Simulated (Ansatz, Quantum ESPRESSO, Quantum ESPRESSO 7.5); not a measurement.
# Cl-SiC-Cl chair, 1 layer: biaxial strain by an ASE script

Wanted: deformation of the bands of Cl-SiC-Cl chair, 1 layer, driven from Python.

Method: plane-wave DFT, PBE, GBRV ultrasoft pseudopotentials (geometry by Ansatz 0.2.0 with PAW datasets; geometry under PBE), in Quantum ESPRESSO 7.5.

## Step 1: The starting structure

The cell holds 4 atoms: 2 Cl, 1 C and 1 Si. Cell: a = 3.086 Å, b = 3.086 Å, c = 19.533 Å, α = 90.0°, β = 90.0°, γ = 120.0°. Vacuum lies along c.

Coordinates:

```cif
data_structure
_symmetry_space_group_name_H-M 'P 1'
_symmetry_Int_Tables_number 1
_cell_length_a 3.0855
_cell_length_b 3.0855
_cell_length_c 19.5333
_cell_angle_alpha 90.000
_cell_angle_beta 90.000
_cell_angle_gamma 120.000
_cell_volume 161.05
loop_
_atom_site_label
_atom_site_type_symbol
_atom_site_fract_x
_atom_site_fract_y
_atom_site_fract_z
_atom_site_occupancy
Cl1 Cl 0.66667 0.33333 0.38396 1
C2 C 0.66667 0.33333 0.47509 1
Si3 Si 0.33333 0.66667 0.50700 1
Cl4 Cl 0.33333 0.66667 0.61604 1
```

This sheet is a model structure: its symmetry is held, and its stability is not tested here.

## Step 2: Geometry from Ansatz

The geometry comes first, from a plane-wave PAW code, so that the later runs on this slab share one structure.

File input.yaml:

```yaml
crystal:
  lattice:
    - [3.0855, 0.0, 0.0]
    - [-1.54275, 2.6721213834, 0.0]
    - [0.0, 0.0, 19.5333333333]
  atoms:
    - { symbol: Cl, position: [0.6666666667, 0.3333333333, 0.3839590444] }
    - { symbol: C, position: [0.6666666667, 0.3333333333, 0.4750853242] }
    - { symbol: Si, position: [0.3333333333, 0.6666666667, 0.506996587] }
    - { symbol: Cl, position: [0.3333333333, 0.6666666667, 0.6160409556] }
kpoints:
  mp_grid: { grid: [12, 12, 1] }
hamiltonian:
  xc: pbe
scf:
  occupations: { method: fermi_dirac, width: 0.05 }
  convergence: { dr2_threshold: 1.0e-08 }
efield:
  axis: 3
  dipole_correction: true
  ramp_position: 0.97
  ramp_width: 0.04
relax:
  f_tol: 0.01
  cell: { fix: [c, alpha, beta] }
output:
  write_potential: true
  write_density: true
  volumetric_format: npy
```

Run with:

```bash
$ ansatz run input.yaml --threads 2 --pin off --max-ram 4096MiB --backend cpu --events-out ev --progress --plain --runs-dir out
```

Numbers of over 12 decimals in the logs are rounded to 6 here.

Log:

```text
Warning: relax.cell: scf.convergence.dr2_threshold = 1e-8 eV is looser than the 4e-10 eV advised for a relaxation that steers and ends on the stress (1e-10 eV for each atom of the cell: 4). What an SCF threshold leaves in a stress goes as its square root, and in the free energy as the threshold itself, and one threshold admits the most on a small cell: [figures from the program's tests cut] Set scf.convergence.dr2_threshold to 4e-10 eV or tighter. The threshold is an SCF's pass mark: one that does not reach it within its budget of iterations ends unconverged, or closes short of it on a stop that the run arms, and scf.convergence.dr2_threshold's page says what that costs each kind of run
Engine: ansatz 0.2.0, aarch64-unknown-linux-gnu
Pseudopotentials: kind: paw
Pseudopotential: Cl, paw, valence charge 7, recommended cutoff 420 eV (normal), Cl.paw.azcp
Pseudopotential: C, paw, valence charge 4, recommended cutoff 420 eV (normal), C.paw.azcp
Pseudopotential: Si, paw, valence charge 4, recommended cutoff 420 eV (normal), Si.paw.azcp
Functional definition: PBE
  parameter kappa = 0.804
  parameter beta = 0.066725
  exchange = pbe_x(kappa = kappa, mu = beta*pi^2/3)
  correlation = pbe_c(beta = beta)
Crystal: 4 atoms, lattice volume = 161.049 Å³
Basis set: ecut = 420 eV, 3161 PW (Γ), exchange–correlation on 48×48×270 points (8 copies of the dense FFT grid, shifted against one another)
Bands: 15, of which v1, the nominal top of the filled ones, is band 11 counted from 1 (10 counted from 0)
Symmetry: 6 space group operations
Space group: P3m1 (ITA 156), of the structure as read, at distance tolerance 5.4e-5 Å
k-points: 19 of 144 (time reversal used)
Non-local potential: Cl, projectors of the file, l = 0: 2, l = 1: 2, l = 2: 2
Non-local potential: C, projectors of the file, l = 0: 2, l = 1: 2, l = 2: 1
Non-local potential: Si, projectors of the file, l = 0: 2, l = 1: 2, l = 2: 2
PAW form: soft (Blöchl's): semilocal exchange-correlation on the pseudo side does not see the compensation charge
PAW one-centre angular grid: Cl, 110 points (default); XC on 64 Gauss nodes
PAW one-centre angular grid: C, 110 points (default); XC on 64 Gauss nodes
PAW one-centre angular grid: Si, 110 points (default); XC on 64 Gauss nodes
Initial density: superposition of atomic densities (neutral atoms: chi_scale 0, normalization atom), corrected by the library's trained network
Initial wavefunctions: pseudopotential atomic-orbital guess
Functional: x = pbe(κ = 0.804, μ = 0.219515), c = pbe(β = 0.066725)
SCF iter   1: F=—  HF=-3046.342218 eV  |F-HF|=—  |Δ(HF+E_count)|=         —  Δρ=2.80e-3  dr2=6.93e-2  ethr=1.77e-3  p=-0.035 e·Å  D=-3.90e-2 V/Å  ΔV_dip=0.76 eV  dr2_dipole=1.42e-2  V_vac-E_F(+/−)=4.93/4.16 eV  ⟨swp⟩=9.1  Hψ=2249  notcnv=0
efield: sawtooth ramp at fractional position 0.9700 (set: `efield.ramp_position`, or a place that a band, a saddle search or an elastic batch's reference lends), width 0.0400; the density the first Hamiltonian is built on has a dipole p = -0.035 e·Å; the dipole correction subtracts the counter field D = -3.90e-2 V/Å, which shifts the + side's vacuum level by +0.76 eV against the − side's; the planar-averaged density in the ramp window peaks in size at 8.9e-5 e/Å³
preconditioner: auto → none  [insulator: Δε(μ)=1.734 eV  Ē_g=11.570 eV  σ=0.050 eV  W_gap=1.00  n_scr=12 (ndim 8)  ℏωp=13.7 eV  f_vac=0.590  D(μ)=0.00/eV (n_scr^D=0)  ε∞_Penn≈2.4]
SCF iter   2: F=—  HF=-3046.389778 eV  |F-HF|=—  |Δ(HF+E_count)|=   4.76e-2  Δρ=5.49e-3  dr2=3.14e-1  ethr=3.15e-4  p=0.045 e·Å  D=5.04e-2 V/Å  ΔV_dip=-0.98 eV  dr2_dipole=1.34e-1  V_vac-E_F(+/−)=3.50/4.49 eV  ⟨swp⟩=4.4  Hψ=788  notcnv=0  recentre
SCF iter   3: F=—  HF=-3046.330388 eV  |F-HF|=—  |Δ(HF+E_count)|=   5.94e-2  Δρ=1.47e-3  dr2=9.72e-3  ethr=3.15e-4  p=-0.026 e·Å  D=-2.95e-2 V/Å  ΔV_dip=0.58 eV  dr2_dipole=1.13e-3  V_vac-E_F(+/−)=4.65/4.08 eV  ⟨swp⟩=4.0  Hψ=667  notcnv=0
SCF iter   4: F=—  HF=-3046.329878 eV  |F-HF|=—  |Δ(HF+E_count)|=   5.10e-4  Δρ=5.57e-4  dr2=1.27e-3  ethr=4.42e-5  p=-0.027 e·Å  D=-3.01e-2 V/Å  ΔV_dip=0.59 eV  dr2_dipole=3.62e-5  V_vac-E_F(+/−)=4.46/3.87 eV  ⟨swp⟩=2.8  Hψ=606  notcnv=0
SCF iter   5: F=—  HF=-3046.329894 eV  |F-HF|=—  |Δ(HF+E_count)|=   1.63e-5  Δρ=3.18e-4  dr2=2.37e-4  ethr=5.75e-6  p=-0.029 e·Å  D=-3.27e-2 V/Å  ΔV_dip=0.64 eV  dr2_dipole=2.38e-6  V_vac-E_F(+/−)=4.50/3.86 eV  ⟨swp⟩=2.1  Hψ=425  notcnv=0
SCF iter   6: F=—  HF=-3046.329963 eV  |F-HF|=—  |Δ(HF+E_count)|=   6.91e-5  Δρ=1.36e-4  dr2=2.09e-5  ethr=1.08e-6  p=-0.030 e·Å  D=-3.38e-2 V/Å  ΔV_dip=0.66 eV  dr2_dipole=4.51e-7  V_vac-E_F(+/−)=4.49/3.83 eV  ⟨swp⟩=2.6  Hψ=453  notcnv=0
SCF iter   7: F=—  HF=-3046.329981 eV  |F-HF|=—  |Δ(HF+E_count)|=   1.73e-5  Δρ=4.25e-5  dr2=2.85e-6  ethr=9.50e-8  p=-0.031 e·Å  D=-3.45e-2 V/Å  ΔV_dip=0.67 eV  dr2_dipole=3.07e-8  V_vac-E_F(+/−)=4.50/3.82 eV  ⟨swp⟩=2.5  Hψ=519  notcnv=0
SCF iter   8: F=—  HF=-3046.330023 eV  |F-HF|=—  |Δ(HF+E_count)|=   4.23e-5  Δρ=1.00e-5  dr2=1.33e-7  ethr=1.30e-8  p=-0.031 e·Å  D=-3.46e-2 V/Å  ΔV_dip=0.68 eV  dr2_dipole=1.55e-10  V_vac-E_F(+/−)=4.50/3.82 eV  ⟨swp⟩=2.1  Hψ=445  notcnv=0
SCF iter   9: F=-3046.330023 eV  HF=-3046.330023 eV  |F-HF|=6.55e-9  |Δ(HF+E_count)|=   2.43e-7  Δρ=2.62e-6  dr2=5.34e-9  ethr=4.55e-11  p=-0.031 e·Å  D=-3.46e-2 V/Å  ΔV_dip=0.68 eV  dr2_dipole=1.04e-11  V_vac-E_F(+/−)=4.50/3.82 eV  ⟨swp⟩=8.3  Hψ=2294  notcnv=0
SCF 1 converged in 9 iterations: F = -3046.330023 eV  dr2 = 5.34e-9
  greatest PAW one-centre occupation: 0.913 electrons in one spin orbital (limit 2), on the Cl atom at site 3 (counted from 0), in its partial waves of l = 0
relax step   1: F+E_penalty+E_count = -3046.33002319 eV  Δ(F+E_penalty+E_count) = +0.000e0 eV  max|allowed force component| = 1.577e0 eV/Å  Δτ_max = 0.0000 Å  P = +3.502 GPa  Ω = 161.049 Å³  fix = [c, alpha, beta]  reactions: c -2.646 GPa  (9 SCF iters, accepted)
Crystal: 4 atoms, lattice volume = 177.133 Å³
Basis set: ecut = 420 eV, 3485 PW (Γ), exchange–correlation on 48×48×270 points (8 copies of the dense FFT grid, shifted against one another)
Initial density: handed on by an earlier stage of this run
Initial wavefunctions: those handed on with the density
iter 1 solved again at ethr=1.46e-3 eV; its pass at ethr=3.10e-3 eV (dr2=3.20e-1 eV) is discarded
SCF iter   1: F=—  HF=-3046.817917 eV  |F-HF|=—  |Δ(HF+E_count)|=         —  Δρ=1.23e-2  dr2=3.19e-1  ethr=1.46e-3  p=-0.034 e·Å  D=-3.46e-2 V/Å  ΔV_dip=0.68 eV  dr2_dipole=2.11e-5  V_vac-E_F(+/−)=4.34/3.66 eV  ⟨swp⟩=1.0  Hψ=2483  notcnv=0
[...]
relax step   7: F+E_penalty+E_count = -3046.80870976 eV  Δ(F+E_penalty+E_count) = -1.004e-2 eV  max|allowed force component| = 3.875e-3 eV/Å  Δτ_max = 0.0000 Å  P = +0.064 GPa  Ω = 181.150 Å³  fix = [c, alpha, beta]  reactions: c +0.003 GPa  stress off target by 9.49e-2 GPa on what of the cell is left free  SCF on the basis re-selected at this cell (its energy is not comparable with the rows above)  (6 SCF iters)
[...]
relax step   8: F+E_penalty+E_count = -3046.80869712 eV  Δ(F+E_penalty+E_count) = +1.263e-5 eV  max|allowed force component| = 6.203e-2 eV/Å  Δτ_max = 0.0018 Å  P = +0.009 GPa  Ω = 181.487 Å³  energy of the carried Pulay correction = -7.156e-5 eV  fix = [c, alpha, beta]  reactions: c -0.021 GPa  (7 SCF iters, accepted)
[...]
relax step   9: F+E_penalty+E_count = -3046.80874603 eV  Δ(F+E_penalty+E_count) = -4.891e-5 eV  max|allowed force component| = 9.689e-4 eV/Å  Δτ_max = 0.0014 Å  P = +0.002 GPa  Ω = 181.556 Å³  energy of the carried Pulay correction = -8.641e-5 eV  fix = [c, alpha, beta]  reactions: c +0.002 GPa  (6 SCF iters, accepted)
iter 1 solved again at ethr=1.59e-6 eV; its pass at ethr=3.10e-3 eV (dr2=3.49e-4 eV) is discarded
SCF iter   1: F=—  HF=-3046.808919 eV  |F-HF|=—  |Δ(HF+E_count)|=         —  Δρ=6.61e-6  dr2=3.44e-8  ethr=1.59e-6  p=-0.008 e·Å  D=-8.42e-3 V/Å  ΔV_dip=0.16 eV  dr2_dipole=1.10e-10  V_vac-E_F(+/−)=4.53/4.36 eV  ⟨swp⟩=2.6  Hψ=2985  notcnv=0
efield: sawtooth ramp at fractional position 0.9700 (set: `efield.ramp_position`, or a place that a band, a saddle search or an elastic batch's reference lends), width 0.0400; the density the first Hamiltonian is built on has a dipole p = -0.008 e·Å; the dipole correction subtracts the counter field D = -8.42e-3 V/Å, which shifts the + side's vacuum level by +0.16 eV against the − side's; the planar-averaged density in the ramp window peaks in size at 3.6e-7 e/Å³
eigensolver tolerance schedule: the retry pair's looser diagonalisation over-reported the residual by 10142.53 of it (diagonalisation noise at an unbounded share of the residual, at the tolerance the schedule requests for it); recorded, not acted on — ethr = c·dr2/N_el stays at c = 1.0e-1
preconditioner: auto → none  [insulator: Δε(μ)=2.235 eV  Ē_g=11.356 eV  σ=0.050 eV  W_gap=1.00  n_scr=10 (ndim 8)  ℏωp=12.9 eV  f_vac=0.601  D(μ)=0.00/eV (n_scr^D=0)  ε∞_Penn≈2.3]
SCF iter   2: F=—  HF=-3046.808832 eV  |F-HF|=—  |Δ(HF+E_count)|=   8.69e-5  Δρ=4.43e-6  dr2=7.03e-8  ethr=1.56e-10  p=-0.008 e·Å  D=-8.41e-3 V/Å  ΔV_dip=0.16 eV  dr2_dipole=1.48e-9  V_vac-E_F(+/−)=4.53/4.36 eV  ⟨swp⟩=4.2  Hψ=818  notcnv=0
iter 3 met the thresholds in force, and the SCF goes on: an eigenvalue changes by 4.37 meV, over its tolerance of 3.16 meV (output.eigenvalues, Limitations)
SCF iter   3: F=-3046.808836 eV  HF=-3046.808833 eV  |F-HF|=2.93e-6  |Δ(HF+E_count)|=   1.21e-6  Δρ=2.31e-6  dr2=3.56e-9  ethr=4.55e-11  p=-0.008 e·Å  D=-8.42e-3 V/Å  ΔV_dip=0.16 eV  dr2_dipole=2.84e-10  V_vac-E_F(+/−)=4.53/4.36 eV  ⟨swp⟩=10.2  Hψ=2411  notcnv=0
SCF iter   4: F=-3046.808836 eV  HF=-3046.808835 eV  |F-HF|=1.22e-6  |Δ(HF+E_count)|=   1.71e-6  Δρ=1.32e-6  dr2=3.86e-9  ethr=1.62e-11  p=-0.008 e·Å  D=-8.41e-3 V/Å  ΔV_dip=0.16 eV  dr2_dipole=1.29e-9  V_vac-E_F(+/−)=4.53/4.36 eV  ⟨swp⟩=7.4  Hψ=2063  notcnv=0
SCF 10 converged in 4 iterations: F = -3046.808836 eV  dr2 = 3.86e-9
relax step  10: F+E_penalty+E_count = -3046.80883589 eV  Δ(F+E_penalty+E_count) = -8.986e-5 eV  max|allowed force component| = 9.315e-4 eV/Å  Δτ_max = 0.0000 Å  P = +0.002 GPa  Ω = 181.556 Å³  fix = [c, alpha, beta]  reactions: c +0.002 GPa  stress off target by 1.67e-3 GPa on what of the cell is left free  SCF on the basis re-selected at this cell (its energy is not comparable with the rows above)  (4 SCF iters)
basis re-selected at this cell: Δ(F+E_penalty+E_count) = -8.986e-5 eV, ΔP = +0.000 GPa vs the last step (what re-selecting the basis moved, of the pressure what is left beyond the Pulay correction that the steps carried, after the strain that the cell walked since its last selection, with what the two solves' SCF thresholds leave and, on support functions, any second-order correction that the steps lacked; it is no m [...]
WARN: The input density's exchange-correlation potential varies sharply where the density is thin. Do not read a vacuum level from v_tot or v_xc, or from such a field of the output density. On a cell that repeats whose density bears no net charge and no dipole along the vacuum's axis use v_es (v_loc + v_h of the components); under efield.dipole_correction with no amplitude use v_es + v_field, which holds any external [...]
SCF converged after 4 iterations
an eigenvalue changed by more than its tolerance at an iteration that met the thresholds in force, so the SCF went on 1 time: the last check found none over its tolerance
Free energy (F): -3046.808836 eV
Harris-Foulkes:  -3046.808835 eV  (|F-HF|=1.22e-6)
Internal energy: -3046.808836 eV  (E = F + TS)
E sigma→0 (E₀):  -3046.808836 eV
Fermi energy:    -0.283406 eV
Dipole field:    D = -0.008460 V/Å  (p = -0.008489 e·Å, saw-weighted, corrected)
Work function:   Φ+ = 4.5264 eV   Φ− = 4.3612 eV
Levels:          The Fermi level and band energies are counted from a zero that moves with the ramp; work functions are not
--- Per-component energies (eV) ---
  E_band       = -178.422169
  E_kinetic    = 452.598863
  E_local      = -7505.429629  (includes V_loc(G=0)·N_el)
  E_nonlocal   = 108.120575
  E_hartree    = 3559.240705
  E_xc         = -317.351436
  E_vxc        = -350.254463  (∫ρ·V_xc dr)
  E_paw        = -1929.796702  (= ΣΔE_a)
  E_vpaw       = -1.962148  (= ΣTr[D̂ρ^β])
  E_aug_tail   = 0.000194  (compensation charges beyond the density's cutoff)
  E_efield     = 0.000036  (sawtooth field / dipole correction)
  E_vefield    = 0.022818  (∫n·V_field dr)
  E_ewald      = 2585.808558
  E_smearing   = -0.000000  (= −TS)
  E_closure    = -0.000000  (closes the sum)
  Σ components = -3046.808836   (vs F -3046.808836, Δ=0.00e0)
--- Forces (eV/Å), atoms counted from 1 ---
  atom   1  Cl    -0.00000000    -0.00000000    -0.00078495
  atom   2  C      0.00000000     0.00000000    -0.00028235
  atom   3  Si     0.00000000    -0.00000000     0.00093790
  atom   4  Cl     0.00000000     0.00000000     0.00015516
  max |Σ_I F_I| component: 2.58e-5 eV/Å
--- Stress (GPa, compression-positive) ---
        0.001672       0.000000       0.000000
       -0.000000       0.001672      -0.000000
        0.000000      -0.000000       0.002007
  P = ⅓ Tr σ = 0.0018 GPa (0.018 kbar)
--- Band table (eV; the first three rows and the last of 19) ---
  k-point 0: bands = [... 7 lower, -2.7054, -2.7054, -1.4265, -1.4265, 0.8083, 1.6638, 3.5837, 4.1853]
  k-point 1: bands = [... 7 lower, -2.9699, -2.7567, -1.7380, -1.4883, 1.0431, 1.9278, 3.6467, 3.9929]
  k-point 2: bands = [... 7 lower, -3.6032, -2.8951, -2.4705, -1.6474, 1.3577, 2.3076, 3.7909, 4.1166]
  k-point 18: bands = [... 7 lower, -5.1898, -4.6034, -3.9467, -3.8351, 2.5570, 3.6683, 4.0256, 5.4882]
--- Relaxed structure (8 steps of the walk, 8 accepted, 2 SCFs on fresh bases) ---
  F+E_penalty+E_count = -3046.80883589 eV   max|allowed force component| = 9.315e-4 eV/Å   (the final SCF, on the basis selected at the relaxed cell)
  cell:  # Å, volume = 181.5560 Å³
    - [3.276059, 0.0, 0]
    - [-1.638030, 2.837151, 0]
    - [0, 0, 19.5333333333]
  atoms:
    - { symbol: Cl, position: [0.666667, 0.333333, 0.384829] }
    - { symbol: C, position: [0.666667, 0.333333, 0.478799] }
    - { symbol: Si, position: [0.333333, 0.666667, 0.506846] }
    - { symbol: Cl, position: [0.333333, 0.666667, 0.611608] }
```

Run time: 21 s. Hardware: 2 threads of Arm Neoverse V2, shared host; peak memory 0.39 GiB.

The steps of the relaxation:

| step | energy less that of the first step (eV) | largest force component (eV/Å) | pressure (GPa) | volume (Å³) |
| --- | --- | --- | --- | --- |
| 1 | 0.0000 | 1.5771 | 3.50 | 161.05 |
| 2 | -0.3955 | 1.3467 | 1.62 | 177.13 |
| 3 | -0.4638 | 0.2233 | 0.51 | 179.38 |
| 4 | -0.4686 | 0.0381 | 0.07 | 180.72 |
| 5 | -0.4686 | 0.0227 | -0.01 | 181.08 |
| 6 | -0.4686 | 0.0037 | -0.01 | 181.15 |
| 7* | -0.4787 | 0.0039 | 0.06 | 181.15 |
| 8 | -0.4787 | 0.0620 | 0.01 | 181.49 |
| 9 | -0.4787 | 0.0010 | 0.00 | 181.56 |
| 10* | -0.4788 | 0.0009 | 0.00 | 181.56 |

Relaxation steps marked * repeat the geometry before them on a plane-wave basis chosen anew for their cell, so energy and pressure can jump there.

Forces are held to the 6 operations that the run works with; a distortion that breaks them can't arise in this run.

| cell as run | before | after | change |
| --- | --- | --- | --- |
| a (Å) | 3.086 | 3.276 | +6.2 % |
| b (Å) | 3.086 | 3.276 | +6.2 % |

The atoms that moved most (Å, along periodic axes as changes of fractional coordinates times the final cell, across vacuum about the mean position):

| atom | dx | dy | dz | length |
| --- | --- | --- | --- | --- |
| Cl4 | 0.000 | 0.000 | -0.087 | 0.087 |
| C2 | 0.000 | 0.000 | 0.073 | 0.073 |
| Cl1 | 0.000 | 0.000 | 0.017 | 0.017 |

Final coordinates:

```xyz
4
Lattice="3.2761 0.0000 0.0000 -1.6380 2.8372 0.0000 0.0000 0.0000 19.5333" Properties=species:S:1:pos:R:3
Cl    1.6380    0.9457    7.5170
C     1.6380    0.9457    9.3525
Si    0.0000    1.8914    9.9004
Cl    0.0000    1.8914   11.9467
```

Read from the output:

```
free energy                                                      : -3046.8088 eV
Fermi energy                                                     : -0.2834 eV
gap by band count                                                : 2.235 eV
symmetry operations                                              : 6
dipole along the normal                                          : -0.008489 e·Å
vacuum level at the upper face over a Fermi level inside the gap : 4.526 eV
vacuum level at the lower face over a Fermi level inside the gap : 4.361 eV
```

(Part 1 of 2 ends here.)

[Logs are printed without paths, hosts, clocks, repeated set-up lines and the standing remarks that a program may print on its own settings, such as how far it seeks lower states.]

[Hosts, paths, dates, database ids (printed as entryN), source tags and the programs' standing remarks are cut or masked in the printed files.]

[Maps of the electrostatic potential energy from Ansatz leave out the sawtooth potential of an applied field or a dipole correction, so their vacuum need not be flat; planar profiles and work functions include it.]
